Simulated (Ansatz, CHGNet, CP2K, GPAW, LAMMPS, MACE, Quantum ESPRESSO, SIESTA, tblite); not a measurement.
# SIESTA on amorphous SiO1.9 (78 atoms): settings against a plane-wave reference, part 2 of 2

Wanted: SIESTA inputs and outputs for amorphous SiO1.9 (78 atoms), checked against a plane-wave reference.

Program: SIESTA 5.4.2; the method stands at each step. Banners, paths, timers and routine set-up lines are dropped from the logs unmarked, and long logs keep their key lines alone; longer cuts are marked. The potentials were converted by us to PSML.

So far. Step 2 (PBE, DZP, shift 0.01 Ry, mesh 500 Ry): Forces lie 12 % from the reference's, at 0.45 times its CPU time (on 2 against 4 cores). Step 3 (PBE, SZP, shift 0.01 Ry, mesh 500 Ry): Against the first run (12 %), the force difference from the reference is 25 %, at 0.81 times the CPU time, with 702 basis functions against 1014: the smaller basis costs accuracy.

**4. revPBE, PBE potentials, DZP, shift 0.01 Ry, mesh 500 Ry**

Method: Kohn-Sham DFT, revPBE, PseudoDojo 0.4.1 norm-conserving pseudopotentials (converted to PSML), numerical atomic orbitals (DZP), diagonalisation.

File input.fdf:

```
SystemLabel cell
NumberOfAtoms 78
NumberOfSpecies 2
%block ChemicalSpeciesLabel
  1 14 Si
  2 8 O
%endblock ChemicalSpeciesLabel
LatticeConstant 1.0 Ang
%block LatticeVectors
  10.50180 0.00000 0.00000
  0.00000 10.50180 0.00000
  0.00000 0.00000 10.50180
%endblock LatticeVectors
PAO.BasisSize DZP
PAO.EnergyShift 0.01 Ry
XC.Functional GGA
XC.Authors revPBE
MeshCutoff 500 Ry
%block kgrid_Monkhorst_Pack
  1 0 0 0.0
  0 1 0 0.0
  0 0 1 0.0
%endblock kgrid_Monkhorst_Pack
SolutionMethod diagon
OccupationFunction FD
ElectronicTemperature 580 K
SCF.Mixer.Method Pulay
SCF.Mixer.Weight 0.15
SCF.Mixer.History 8
SCF.Mix Hamiltonian
MaxSCFIterations 300
SCF.DM.Tolerance 1e-04
SCF.H.Tolerance 1.0e-3 eV
WriteForces T
Write.HirshfeldPop T
Write.VoronoiPop T
Write.DM F
Write.H F
XML.Write F
AtomicCoordinatesFormat Fractional
%block AtomicCoordinatesAndAtomicSpecies
[... 78 atom lines left out: the same atoms as in the first run ...]
%endblock AtomicCoordinatesAndAtomicSpecies
```

The run is started by

```bash
$ OMP_NUM_THREADS=1 mpirun -np 2 siesta < input.fdf > output.txt
```

What it wrote:

```text
Version         : 5.4.2
reinit: System Name:
reinit: System Label: cell
initatom: Reading input for the pseudopotentials and atomic orbitals ----------
Species number:   1 Atomic number:   14 Label: Si
Species number:   2 Atomic number:    8 Label: O
Ground state valence configuration (from tables):   3s02  3p02  3d00  4f00
[... lines left out ...]
        iscf     Eharris(eV)        E_KS(eV)     FreeEng(eV)     dDmax    Ef(eV) dHmax(eV)
[... lines left out ...]
SCF Convergence by DM+H criterion
[... lines left out ...]
SCF cycle converged after 16 iterations
[... lines left out ...]
   Max    4.428780
[... lines left out ...]
   Max    4.428780    constrained
Stress tensor Voigt[x,y,z,yz,xz,xy] (kbar):      -62.81       -8.85      -22.91       18.69       14.91      -14.64
[... lines left out ...]
siesta: FreeEng =    -26105.676944
[... lines left out ...]
siesta:         Fermi =      -2.507982
[... lines left out ...]
siesta:           0.01967538         -0.00404100  eV/Ang**3
siesta:          31.52343525         -6.47440069  kBar
    Orbital volume contribution        =          29.546446 eV
    (Free)E + p_basis*V_orbitals       =      -26076.130499 eV
    (Free)Eharris+ p_basis*V_orbitals  =      -26076.130495 eV
Hirshfeld Atomic Populations:
Atom #   charge [q] valence [e]  Species
     1     0.400412    3.599588  Si
     2     0.403429    3.596571  Si
     3     0.382541    3.617459  Si
[...]
28    -0.105194    6.105194  O
    29    -0.208535    6.208535  O
    30    -0.224127    6.224127  O
[...]
--------------------
 Total    -0.000015
Voronoi Atomic Populations:
Atom #   charge [q] valence [e]  Species
[...]
26     0.516291    3.483709  Si
    27     0.539575    3.460425  Si
[...]
77    -0.318486    6.318486  O
    78    -0.077622    6.077622  O
--------------------
 Total    -0.000016
```

Run time: 2.7 min. Hardware: 2 MPI ranks of Arm Neoverse V1, shared host; peak memory 1.8 GiB; 5.3 min of CPU time.

Numbers from this run, and their distance from the reference:

```
r.m.s. force component                  : 1.391 eV/Å
r.m.s. difference of force components   : 167.4 meV/Å
longest difference of force vectors     : 556.3 meV/Å
force difference over r.m.s. force      : 12.23 %
slope of forces against the reference's : 1.009
correlation of force components         : 0.9928
pressure                                : 3.152 GPa
pressure difference                     : 4.18 GPa
```

Against the first run (12 %), the force difference from the reference is 12 %, at 0.95 times the CPU time; the model has changed, so this is no error of the program alone.

**5. Side by side**

Differences are against the plane-wave reference, forces as r.m.s. over components; share is that over the reference's r.m.s. force, slope the least-squares factor from reference forces to these. Total energies of different programs have different zeros and aren't compared.

| run | Δ force, r.m.s. (meV/Å) | share (%) | slope | Δ pressure (GPa) | cores | CPU time | memory (GiB) |
| --- | --- | --- | --- | --- | --- | --- | --- |
| reference | - | - | - | - | 4 | 12 min | 3.8 |
| SIESTA PBE, DZP, shift 0.01 Ry, mesh 500 Ry | 161 | 11.8 | 1.001 | 3.07 | 2 | 5.6 min | 1.8 |
| SIESTA PBE, SZP, shift 0.01 Ry, mesh 500 Ry (coarse) | 345 | 25.2 | 1.047 | 8.68 | 2 | 4.5 min | 1.7 |
| SIESTA revPBE, PBE potentials, DZP, shift 0.01 Ry, mesh 500 Ry | 167 | 12.2 | 1.009 | 4.18 | 2 | 5.3 min | 1.8 |

Rows marked coarse were listed beforehand as settings not expected to be converged; some can still land near the reference.

CPU time is summed over cores on a shared host, where runs went side by side, so it is rough. Symmetry, cutoffs, thresholds, outputs and thread counts weren't matched or tuned between programs; memory under MPI is the largest rank's times the ranks.

**6. Results**

| Item | Value |
| --- | --- |
| nearest in forces | a tie at 12 % of 2 runs: SIESTA PBE, DZP, shift 0.01 Ry, mesh 500 Ry; SIESTA revPBE, PBE potentials, DZP, shift 0.01 Ry, mesh 500 Ry |

What this shows: The PBE run in local orbitals, coarse settings apart, differs by 12 % (SIESTA PBE, DZP, shift 0.01 Ry, mesh 500 Ry); basis, grid and potentials can all enter. Rows with another functional or a dispersion term differ by 12 % (SIESTA revPBE, PBE potentials, DZP, shift 0.01 Ry, mesh 500 Ry), which mixes the change of model with differences of basis and potentials, some of them made for another functional. Runs with settings chosen to be coarse differ by 25 % (SIESTA PBE, SZP, shift 0.01 Ry, mesh 500 Ry), their programs' other errors included. Of the electronic-structure runs that take under half the reference's CPU time, SIESTA PBE, DZP, shift 0.01 Ry, mesh 500 Ry comes nearest, at 12 % in 5.6 min against 12 min; its pressure misses by +3.1 GPa. In pressure, SIESTA PBE, SZP, shift 0.01 Ry, mesh 500 Ry misses by +8.7 GPa, at the same functional. The reference's pressure holds the uncorrected Pulay stress of its 60 Ry basis, so small pressure differences, and their order, may be the reference's own error. The quench rate of 20 K/ps is many orders above laboratory rates, so the cell is likely richer in defects and strain than a real sample. The network of bonds at the start is that of the classical potential that made the cell, and needn't be the one that DFT or experiment would give. The reference's stress is far from hydrostatic: its diagonal is 2.9, -3.5, -2.5 GPa, compression counted positive. The electronic-structure runs sample only Γ, in a cell whose shortest periodic width is 11 Å, which is coarse for a cell with partly filled levels.

[Also dropped from logs without a mark: logging warnings of Python, and SIESTA's first energy breakdown and zero terms.]

[Logs are printed without paths, hosts, clocks, repeated set-up lines and the standing remarks that a program may print on its own settings, such as how far it seeks lower states.]

[Hosts, paths, dates, database ids (printed as entryN), source tags and the programs' standing remarks are cut or masked in the printed files.]
